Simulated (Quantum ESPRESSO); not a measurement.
## Magnetic state of CaMn2Ge2 from several starts

Aim: find out which collinear order of CaMn2Ge2 costs least.

Calculated with Quantum ESPRESSO 7.5; PBEsol; plane waves with GBRV 1.5 PBEsol potentials, no spin-orbit coupling.

## 1. Starting point

It takes space group I4/mmm (No. 139, tetragonal). The conventional cell has a = 4.170 Å, b = 4.170 Å, c = 10.880 Å, α = 90.00°, β = 90.00°, γ = 90.00°. Nearest to Ca lie 8 Ge at 3.22 Å and 8 Mn at 3.43 Å. Nearest to Mn lie 4 Ge at 2.53 Å and 4 Mn at 2.95 Å and 4 Ca at 3.43 Å. Ge has 4 Mn at 2.53 Å and 1 Ge at 2.59 Å and 4 Ca at 3.22 Å nearest. Farther neighbours are not listed.

As a file:

```cif
data_structure
_symmetry_space_group_name_H-M 'P 1'
_symmetry_Int_Tables_number 1
_cell_length_a 6.1877
_cell_length_b 6.1877
_cell_length_c 6.1877
_cell_angle_alpha 140.617
_cell_angle_beta 140.617
_cell_angle_gamma 56.918
_cell_volume 94.60
loop_
_atom_site_label
_atom_site_type_symbol
_atom_site_fract_x
_atom_site_fract_y
_atom_site_fract_z
_atom_site_occupancy
Ca1 Ca 0.00000 0.00000 0.00000 1
Mn2 Mn 0.75000 0.25000 0.50000 1
Mn3 Mn 0.25000 0.75000 0.50000 1
Ge4 Ge 0.38100 0.38100 0.00000 1
Ge5 Ge 0.61900 0.61900 0.00000 1
```

The cell comes from the Crystallography Open Database.

## 2. Run 1, typed as ferro ++

The signs are those of the starting moments on the seeded atoms, the atoms that are given a moment.

pw.in

```
&CONTROL
  calculation = 'scf'
  prefix = 'pwscf'
  outdir = './tmp'
  pseudo_dir = './pseudo'
  disk_io = 'nowf'
/
&SYSTEM
  ibrav = 0
  celldm(1) = 8
  nat = 5
  ntyp = 3
  ecutwfc = 40
  ecutrho = 280
  nbnd = 48
  occupations = 'smearing'
  smearing = 'fd'
  degauss = 0.00367493
  nspin = 2
  starting_magnetization(1) = 0
  starting_magnetization(2) = 0.2333
  starting_magnetization(3) = 0
/
&ELECTRONS
  conv_thr = 1d-08
  electron_maxstep = 150
  mixing_beta = 0.3
/
ATOMIC_SPECIES
Ca     40.0780 ca_pbesol_v1.uspp.F.UPF
Mn     54.9380 mn_pbesol_v1.5.uspp.F.UPF
Ge     72.6300 ge_pbesol_v1.4.uspp.F.UPF
CELL_PARAMETERS alat
  -0.4925098712306    0.4925098712306    1.2850137647455
   0.4925098712306   -0.4925098712306    1.2850137647455
   0.4925098712306    0.4925098712306   -1.2850137647455
ATOMIC_POSITIONS crystal
Ca      0.0000000000    0.0000000000    0.0000000000
Mn      0.7500000000    0.2500000000    0.5000000000
Mn      0.2500000000    0.7500000000    0.5000000000
Ge      0.3810000000    0.3810000000    0.0000000000
Ge      0.6190000000    0.6190000000    0.0000000000
K_POINTS automatic
10 10 10 0 0 0
```

Command:

```console
OMP_NUM_THREADS=1 mpirun -n 4 pw.x -nk 4 -in pw.in > pw.out
```

What it wrote:

```text
Program PWSCF v.7.5 starts

     Message from routine setup:
     using ibrav=0 with symmetry is DISCOURAGED, use correct ibrav instead

     K-points division:     npool     =       4
     Subspace diagonalization in iterative solution of the eigenvalue problem:

     G-vector sticks info
     --------------------
     sticks:   dense  smooth     PW     G-vecs:    dense   smooth      PW
     Sum        2559    1459    509                50335    21857    4513

     Using Slab Decomposition

     bravais-lattice index     =            0
     lattice parameter (alat)  =       8.0000  a.u.
     unit-cell volume          =     638.3629 (a.u.)^3
     number of atoms/cell      =            5
     number of atomic types    =            3
     number of electrons       =        68.00
     number of Kohn-Sham states=           48
     kinetic-energy cutoff     =      40.0000  Ry
     charge density cutoff     =     280.0000  Ry
     scf convergence threshold =      1.0E-08
     mixing beta               =       0.3000
     number of iterations used =            8  plain     mixing
     Exchange-correlation= SLA  PW   PSX  PSC
                           (   1   4  10   8   0   0   0)

     celldm(1)=   8.000000  celldm(2)=   0.000000  celldm(3)=   0.000000
     celldm(4)=   0.000000  celldm(5)=   0.000000  celldm(6)=   0.000000

     crystal axes: (cart. coord. in units of alat)
               a(1) = (  -0.492510   0.492510   1.285014 )
               a(2) = (   0.492510  -0.492510   1.285014 )
               a(3) = (   0.492510   0.492510  -1.285014 )

     reciprocal axes: (cart. coord. in units 2 pi/alat)
               b(1) = ( -0.000000  1.015208  0.389101 )
               b(2) = (  1.015208 -0.000000  0.389101 )
               b(3) = (  1.015208  1.015208  0.000000 )

     PseudoPot. # 1 for Ca read from file:
     ca_pbesol_v1.uspp.F.UPF
     Pseudo is Ultrasoft + core correction, Zval = 10.0
     Generated by new atomic code, or converted to UPF format
     Using radial grid of  845 points,  6 beta functions with:
                l(1) =   0
                l(2) =   0
                l(3) =   1
                l(4) =   1
                l(5) =   2
                l(6) =   2
     Q(r) pseudized with  8 coefficients,  rinner =    1.500   1.500   1.500
                                                       1.500   1.500

     PseudoPot. # 2 for Mn read from file:
     mn_pbesol_v1.5.uspp.F.UPF
     Pseudo is Ultrasoft + core correction, Zval = 15.0
     Generated by new atomic code, or converted to UPF format
     Using radial grid of  859 points,  6 beta functions with:
                l(1) =   0
                l(2) =   0
                l(3) =   1
                l(4) =   1
                l(5) =   2
                l(6) =   2
     Q(r) pseudized with  8 coefficients,  rinner =    0.950   0.950   0.950
                                                       0.950   0.950

     PseudoPot. # 3 for Ge read from file:
     ge_pbesol_v1.4.uspp.F.UPF
     Pseudo is Ultrasoft + core correction, Zval = 14.0
     Generated by new atomic code, or converted to UPF format
     Using radial grid of  873 points,  6 beta functions with:
                l(1) =   0
                l(2) =   0
                l(3) =   1
                l(4) =   1
                l(5) =   2
                l(6) =   2
     Q(r) pseudized with  8 coefficients,  rinner =    1.400   1.400   1.400
                                                       1.400   1.400

     atomic species   valence    mass     pseudopotential
     Ca               10.00    40.07800     Ca( 1.00)
     Mn               15.00    54.93800     Mn( 1.00)
     Ge               14.00    72.63000     Ge( 1.00)

     Starting magnetic structure
     atomic species   magnetization
     Ca              0.000
     Mn              0.233
     Ge              0.000

     16 Sym. Ops., with inversion, found

   Cartesian axes

     site n.     atom                  positions (alat units)
         1        Ca     tau(   1) = (   0.0000000   0.0000000   0.0000000  )
         2        Mn     tau(   2) = (   0.0000000   0.4925099   0.6425069  )
         3        Mn     tau(   3) = (   0.4925099  -0.0000000   0.6425069  )
         4        Ge     tau(   4) = (  -0.0000000   0.0000000   0.9791805  )
         5        Ge     tau(   5) = (   0.0000000   0.0000000   1.5908470  )

     number of k points=   102  Fermi-Dirac smearing, width (Ry)=  0.0037

     Number of k-points >= 100: set verbosity='high' to print them.

     Dense  grid:    50335 G-vectors     FFT dimensions: (  64,  64,  64)

     Smooth grid:    21857 G-vectors     FFT dimensions: (  48,  48,  48)

     Check: negative core charge=   -0.000029
     Generating pointlists ...
     new r_m :   0.3138 (alat units)  2.5103 (a.u.) for type    1
     new r_m :   0.2461 (alat units)  1.9687 (a.u.) for type    2
     new r_m :   0.2461 (alat units)  1.9687 (a.u.) for type    3

     Initial potential from superposition of free atoms

     starting charge      66.9930, renormalised to      68.0000
     Starting wfcs are   54 randomized atomic wfcs

     Self-consistent Calculation

     iteration #  1     ecut=    40.00 Ry     beta= 0.30
     Davidson diagonalization with overlap
     ethr =  1.00E-02,  avg # of iterations =  3.0

     total energy              =    -923.38485075 Ry
     estimated scf accuracy    <       0.76002021 Ry

     total magnetization       =     5.46 Bohr mag/cell
     absolute magnetization    =     6.08 Bohr mag/cell

     iteration #  2     ecut=    40.00 Ry     beta= 0.30
     Davidson diagonalization with overlap
     ethr =  1.12E-03,  avg # of iterations =  2.0

     total energy              =    -923.41041972 Ry
     estimated scf accuracy    <       0.31299923 Ry

     total magnetization       =     5.51 Bohr mag/cell
     absolute magnetization    =     6.31 Bohr mag/cell

     iteration #  3     ecut=    40.00 Ry     beta= 0.30
     Davidson diagonalization with overlap
     ethr =  4.60E-04,  avg # of iterations =  2.2

     total energy              =    -923.45252060 Ry
     estimated scf accuracy    <       0.20985013 Ry

     total magnetization       =     5.76 Bohr mag/cell
     absolute magnetization    =     6.43 Bohr mag/cell

     [... further iterations left out ...]

     iteration # 11     ecut=    40.00 Ry     beta= 0.30
     Davidson diagonalization with overlap
     ethr =  7.33E-09,  avg # of iterations =  3.0

     total energy              =    -923.47753385 Ry
     estimated scf accuracy    <       0.00000120 Ry

     total magnetization       =     5.30 Bohr mag/cell
     absolute magnetization    =     6.24 Bohr mag/cell

     iteration # 12     ecut=    40.00 Ry     beta= 0.30
     Davidson diagonalization with overlap
     ethr =  1.77E-09,  avg # of iterations =  2.7

     total energy              =    -923.47753454 Ry
     estimated scf accuracy    <       0.00000072 Ry

     total magnetization       =     5.30 Bohr mag/cell
     absolute magnetization    =     6.24 Bohr mag/cell

     iteration # 13     ecut=    40.00 Ry     beta= 0.30
     Davidson diagonalization with overlap
     ethr =  1.07E-09,  avg # of iterations =  2.2

     total energy              =    -923.47753547 Ry
     estimated scf accuracy    <       0.00000006 Ry

     total magnetization       =     5.29 Bohr mag/cell
     absolute magnetization    =     6.23 Bohr mag/cell

     iteration # 14     ecut=    40.00 Ry     beta= 0.30
     Davidson diagonalization with overlap
     ethr =  8.17E-11,  avg # of iterations =  2.5

     Magnetic moment per site  (integrated on atomic sphere of radius R)
     atom   1 (R=0.314)  charge=  8.5673  magn= -0.0443
     atom   2 (R=0.246)  charge= 13.2501  magn=  2.7170
     atom   3 (R=0.246)  charge= 13.2501  magn=  2.7170
     atom   4 (R=0.246)  charge= 12.0214  magn= -0.1042
     atom   5 (R=0.246)  charge= 12.0214  magn= -0.1042

     End of self-consistent calculation

     Number of k-points >= 100: set verbosity='high' to print the bands.

     the Fermi energy is    10.8352 ev

!    total energy              =    -923.47753560 Ry
     estimated scf accuracy    <          8.4E-09 Ry
     smearing contrib. (-TS)   =      -0.00250976 Ry
     internal energy E=F+TS    =    -923.47502585 Ry

     The total energy is F=E-TS. E is the sum of the following terms:
     one-electron contribution =    -554.19160568 Ry
     hartree contribution      =     317.77073061 Ry
     xc contribution           =    -179.68333659 Ry
     ewald contribution        =    -507.37081418 Ry

     total magnetization       =     5.29 Bohr mag/cell
     absolute magnetization    =     6.23 Bohr mag/cell

     convergence has been achieved in  14 iterations

=------------------------------------------------------------------------------=
   JOB DONE.
=------------------------------------------------------------------------------=
```

Run time: 4.6 min. Hardware: 4 MPI ranks of Arm Neoverse V1, shared host; peak memory 0.99 GiB; 18 min of CPU time.

Spin moment in the atom's sphere by atom:

```csv
atom,spin moment in the atom's sphere (μB)
Ca1,-0.04
Mn2,2.72
Mn3,2.72
Ge4,-0.10
Ge5,-0.10
```

This step gave:

* smearing term TS: 0.03415 eV
* magnetization: 5.294 μB
* absolute magnetization: 6.228 μB
* final state: ferromagnetic

(Continued in part 2 of 2.)

[Logs and program files are shortened in this print: banners, set-up blocks, solver, clock and traceback lines can be left out without a mark of their own.]

[Logs are printed without paths, hosts, clocks, repeated set-up lines and the standing remarks that a program may print on its own settings, such as how far it seeks lower states.]

[Hosts, paths, dates, database ids (printed as entryN), source tags and the programs' standing remarks are cut or masked in the printed files.]

[Where a cell is said to come from a database of computed structures, the database is the Materials Project.]
